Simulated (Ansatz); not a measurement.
## Tc of Zr (P6_3/mmc) from its phonons

Wanted: λ, ω_log and Tc of Zr (P6_3/mmc). The cell shown first is a relaxed one, from steps not shown here.

Program: Ansatz 0.2.0. Level of theory: DFT PBE, scalar-relativistic, plane waves, PseudoDojo norm-conserving pseudopotentials, in the first sound run; inputs show where later runs differ. Results are calculated unless marked as measured.

**Measured values to reproduce.**

“List of superconductors” (2026, Wikipedia's table of superconducting elements, as read in December) quotes from earlier work for Zr (bulk crystal): superconducting transition temperature (bulk, normal pressure) 0.55 K.

Report form: the programs' logs are mostly left out.

### Step 1. The cell after earlier relaxation steps

The structure is hexagonal, space group P6_3/mmc (No. 194). Conventional cell: a = 3.236 Å, b = 3.236 Å, c = 5.166 Å, α = 90.00°, β = 90.00°, γ = 120.00°. Zr has 12 Zr at 3.19 to 3.24 Å nearest.

### Step 2. Electron–phonon run: PseudoDojo files

The run that gives the couplings also evaluates McMillan's and Allen and Dynes's formulas and, where asked, the Eliashberg equations, over a range of μ*.

Contents of input.yaml:

```yaml
crystal:
  lattice:
    - [3.2356314377, 0.0, 0.0]
    - [-1.6178157188, 2.8021390223, 0.0]
    - [0.0, 0.0, 5.1656083996]
  atoms:
    - { symbol: Zr, position: [0.3333333333, 0.6666666667, 0.25] }
    - { symbol: Zr, position: [0.6666666667, 0.3333333333, 0.75] }
kpoints:
  mp_grid: { grid: [12, 12, 6] }
hamiltonian:
  xc: pbe
  pseudopotentials: { kind: nc, accuracy: standard }
scf:
  occupations: { method: methfessel_paxton, width: 0.2 }
output:
  eigenvalues: true
phonons:
  method: dfpt
  qmesh: [6, 6, 3]
  temperatures: { t_max: 1000, t_step: 50 }
  qpath:
    path:
      - [[0.0, 0.0, 0.0], [0.5, 0.0, 0.0], [0.33333333, 0.33333333, 0.0], [0.0, 0.0, 0.0], [0.0, 0.0, 0.5], [0.5, 0.0, 0.5], [0.33333333, 0.33333333, 0.5], [0.0, 0.0, 0.5]]
      - [[0.5, 0.0, 0.5], [0.5, 0.0, 0.0]]
    npoints: 6
  electrical_resistivity:
    mesh: [24, 24, 12]
    temperatures: [20.0, 50.0, 80.0, 100.0, 150.0, 200.0, 273.0, 300.0, 400.0, 500.0, 600.0, 800.0]
  superconductivity: { mesh: [24, 24, 12], eliashberg_equations: false }
```

Started as:

```sh
ansatz run input.yaml --threads 16 --pin off --max-ram 92160MiB --backend cuda --events-out ev --progress --plain --runs-dir out --max-vram 78GiB
```

Elapsed: 1.7 min, on 1 × NVIDIA GB200 with 16 threads of Arm Neoverse V2, shared host; peak memory 8.8 GiB.

This step gave:

| Item | Value |
| --- | --- |
| volume per atom | 23.42 Å³/atom |
| metallic on mesh | yes |
| gap on the k-mesh | 0 eV |
| zero-point energy | 0.04612 eV/cell |
| share of imaginary modes in the plain interpolation between solved wavevectors | 0 |
| highest frequency, solved or plainly interpolated | 202.8 cm⁻¹ |
| Debye temperature (second moment) | 242 K |
| resistivity at 300 K | 46.76 μΩ cm, mean of the axes |
| coupling constant λ | 0.5977 |
| density of states at the Fermi level | 0.9311 states/eV a spin and cell |
| log mean phonon energy ħω_log | 12.51 meV |
| transport coupling constant λ_tr | 0.6368, 0.6368, 0.6569 (xx, yy, zz) |
| Drude plasma energy | 3.886, 3.886, 4.168 eV (xx, yy, zz) |
| resistivity times mean free path | 15.46, 15.46, 11.08 × 10⁻¹⁶ Ω m² (xx, yy, zz) |
| second-moment phonon energy ħω₂ | 14.40 meV |
| coupling λ by branch | 0.181, 0.121, 0.0656, 0.0831, 0.075, 0.0731 (branches by rank of frequency) |

Transition temperatures:

```
  μ*  McMillan Tc (K)  Allen–Dynes Tc (K)
0.08             4.02                4.15
 0.1             3.28                3.38
0.12             2.61                2.68
0.13             2.31                2.36
0.14             2.02                2.07
0.16              1.5                1.53
 0.2            0.713               0.726
```

### Step 3. Electron–phonon run: finite displacements

Finite displacements in a supercell are the other road to force constants and couplings; here with the base functional.

This step: DFT PBE, scalar-relativistic, plane waves, PAW; PAW set soft_1 (Ansatz 0.2.0).

input.yaml: that of step 2 with these lines changed.

```diff
@@ -2,5 +2,5 @@
   lattice:
-    - [3.2356314377, 0.0, 0.0]
-    - [-1.6178157188, 2.8021390223, 0.0]
-    - [0.0, 0.0, 5.1656083996]
+    - [3.2349151211, 0.0, 0.0]
+    - [-1.6174575605, 2.801518674, 0.0]
+    - [0.0, 0.0, 5.1645562949]
   atoms:
@@ -12,3 +12,3 @@
   xc: pbe
-  pseudopotentials: { kind: nc, accuracy: standard }
+  pseudopotentials: { kind: paw, azcp: { folder: soft_1 } }
 scf:
@@ -18,4 +18,4 @@
 phonons:
-  method: dfpt
-  qmesh: [6, 6, 3]
+  method: fd
+  supercell: [6, 6, 3]
   temperatures: { t_max: 1000, t_step: 50 }
```

Elapsed: 2.5 min, on 1 × NVIDIA GB200 with 16 threads; peak memory 15 GiB; 19 min of CPU time.

Numbers from this step:

| Quantity | Value |
| --- | --- |
| volume per atom | 23.40 Å³/atom |
| zero-point energy | 0.04608 eV/cell |
| Debye temperature (second moment) | 241 K |
| resistivity at 300 K | 46.87 μΩ cm, mean of the axes |
| coupling constant λ | 0.6033 |
| density of states at the Fermi level | 0.9363 states/eV a spin and cell |
| log mean phonon energy ħω_log | 12.52 meV |
| transport coupling constant λ_tr | 0.6428, 0.6428, 0.6626 (xx, yy, zz) |
| Drude plasma energy | 3.889, 3.889, 4.173 eV (xx, yy, zz) |
| resistivity times mean free path | 15.45, 15.45, 11.06 × 10⁻¹⁶ Ω m² (xx, yy, zz) |
| second-moment phonon energy ħω₂ | 14.41 meV |
| coupling λ by branch | 0.182, 0.121, 0.0659, 0.0843, 0.0758, 0.0742 (branches by rank of frequency) |

Transition temperatures:

```
  μ*  McMillan Tc (K)  Allen–Dynes Tc (K)
0.08             4.12                4.25
 0.1             3.38                3.48
0.12              2.7                2.77
0.13             2.39                2.45
0.14             2.09                2.14
0.16             1.56                 1.6
 0.2            0.756                0.77
```

### Step 4. Resistivity: r2SCAN at its own relaxed cell

The functional sets the lattice constant, the bands and the force constants.

This step: DFT r2SCAN, scalar-relativistic, plane waves, PAW; PAW set soft_1 (Ansatz 0.2.0).

input.yaml: that of step 3 with these lines changed.

```diff
@@ -2,5 +2,5 @@
   lattice:
-    - [3.2349151211, 0.0, 0.0]
-    - [-1.6174575605, 2.801518674, 0.0]
-    - [0.0, 0.0, 5.1645562949]
+    - [3.2462590873, 0.0, 0.0]
+    - [-1.6231295436, 2.8113428368, 0.0]
+    - [0.0, 0.0, 5.1500803258]
   atoms:
@@ -11,3 +11,3 @@
 hamiltonian:
-  xc: pbe
+  xc: r2scan
   pseudopotentials: { kind: paw, azcp: { folder: soft_1 } }
@@ -18,4 +18,4 @@
 phonons:
-  method: fd
-  supercell: [6, 6, 3]
+  method: dfpt
+  qmesh: [6, 6, 3]
   temperatures: { t_max: 1000, t_step: 50 }
```

Elapsed: 4.4 min, on 1 × NVIDIA GB200 with 16 threads; peak memory 7.6 GiB.

Numbers from this step:

```
volume per atom                                   : 23.50 Å³/atom
zero-point energy                                 : 0.04845 eV/cell
highest frequency, solved or plainly interpolated : 210.8 cm⁻¹
Debye temperature (second moment)                 : 254 K
resistivity at 300 K                              : 42.7 μΩ cm, mean of the axes
coupling constant λ                               : 0.5442
density of states at the Fermi level              : 0.7223 states/eV a spin and cell
log mean phonon energy ħω_log                     : 12.29 meV
transport coupling constant λ_tr                  : 0.5931, 0.5931, 0.6205 (xx, yy, zz)
Drude plasma energy                               : 3.958, 3.958, 4.239 eV (xx, yy, zz)
resistivity times mean free path                  : 16.33, 16.33, 11.84 × 10⁻¹⁶ Ω m² (xx, yy, zz)
second-moment phonon energy ħω₂                   : 14.48 meV
coupling λ by branch                              : 0.182, 0.116, 0.0562, 0.0698, 0.0608, 0.0592 (branches by rank of frequency)
```

Transition temperatures:

```
  μ*  McMillan Tc (K)  Allen–Dynes Tc (K)
0.08             3.02                 3.1
 0.1             2.38                2.44
0.12             1.81                1.85
0.13             1.56                1.59
0.14             1.32                1.35
0.16            0.918               0.936
 0.2            0.359               0.365
```

The Eliashberg function α²F has structure finer than the step of the table below, so its rows give means over 1 meV, whole bins alone (the curve runs from 0.101 to 25.8 meV). Peaks (meV: height): α²F 10.0: 0.470, 17.5: 0.378, 21.2: 0.294; α²F tr 10.0: 0.547, 17.5: 0.361, 23.6: 0.213.

Eliashberg function α²F against phonon energy; means over each step:

```
phonon energy (meV)      α²F   α²F tr
                  1   1.5e-4   9.1e-6
                  2  0.00159   2.8e-4
                  3  0.00365  0.00103
                  4  0.00665  0.00308
                  5   0.0286   0.0368
                  6   0.0598   0.0847
                  7   0.0849    0.118
                  8    0.114    0.158
                  9    0.186    0.255
                 10    0.381    0.441
                 11    0.257    0.262
                 12    0.184    0.184
                 13    0.148    0.148
                 14    0.131    0.132
                 15    0.117    0.125
                 16    0.104    0.124
                 17    0.236    0.238
                 18    0.329    0.320
                 19    0.255    0.260
                 20    0.230    0.240
                 21    0.259    0.252
                 22    0.242    0.235
                 23    0.178    0.170
                 24    0.110    0.122
                 25   0.0259   0.0244
```

### Step 5. Summary of results

| Property | Result |
| --- | --- |
| meshes | q 6×6×3, k 12×12×6, scattering 24×24×12 |
| coupling constant λ | 0.544 |
| log mean phonon energy ħω_log | 12.3 meV |
| Allen–Dynes Tc at μ* = 0.1 | 2.44 K |
| Allen–Dynes Tc at μ* = 0.13 | 1.59 K |

What this shows: In the last run (r2SCAN, q 6×6×3, k 12×12×6, scattering 24×24×12), with λ = 0.54 and ħω_log = 12.3 meV, Tc at μ* = 0.13 is 1.6 K by McMillan's formula and 1.6 K by Allen and Dynes's. Allen and Dynes's formula meets the measured 0.55 K at μ* near 0.18. Raising μ* from 0.10 to 0.16 lowers the Allen–Dynes value from 2.4 to 0.94 K. The run's transport test calls it not converged in the mesh; ρ(300 K) moves by 5 % in the component that moves most. λ of these runs moves by 0 to 2 % between their two finest meshes, and Tc by more, so small gaps between the runs or to the measured value rank nothing. Over the runs, λ takes the values 0.598, 0.603 and 0.544, in the order shown. μ* is a typed number, phonons are harmonic, and spin fluctuations are left out; at μ* = 0.13 McMillan's formula turns 1 % in λ into about 4.3 % in Tc.

Computed beside measured:

```
                                                   quantity  measured  Allen–Dynes, PBE, q 6×6×3, fine 24×24×12, PseudoDojo files  Allen–Dynes, PBE, q 6×6×3, fine 24×24×12, displacements  Allen–Dynes, r2SCAN, q 6×6×3, fine 24×24×12
superconducting transition temperature (μ* = 0.13) (kelvin)      0.55                                             2.36 (+329.1 %)                                          2.45 (+345.5 %)                              1.59 (+189.1 %)
```

Measured values from Wikipedia's table of superconducting elements, as read in December (2026).

**Verdict.** For the superconducting transition temperature, of the levels listed nearest comes Allen–Dynes, r2SCAN, q 6×6×3, fine 24×24×12 (+189.1 %, a clear miss) and farthest Allen–Dynes, PBE, q 6×6×3, fine 24×24×12, displacements (+345.5 %, a clear miss). Limits of convergence are named above.

[Logs are printed without paths, hosts, clocks, repeated set-up lines and the standing remarks that a program may print on its own settings, such as how far it seeks lower states.]

[Hosts, paths, dates, database ids (printed as entryN), source tags and the programs' standing remarks are cut or masked in the printed files.]
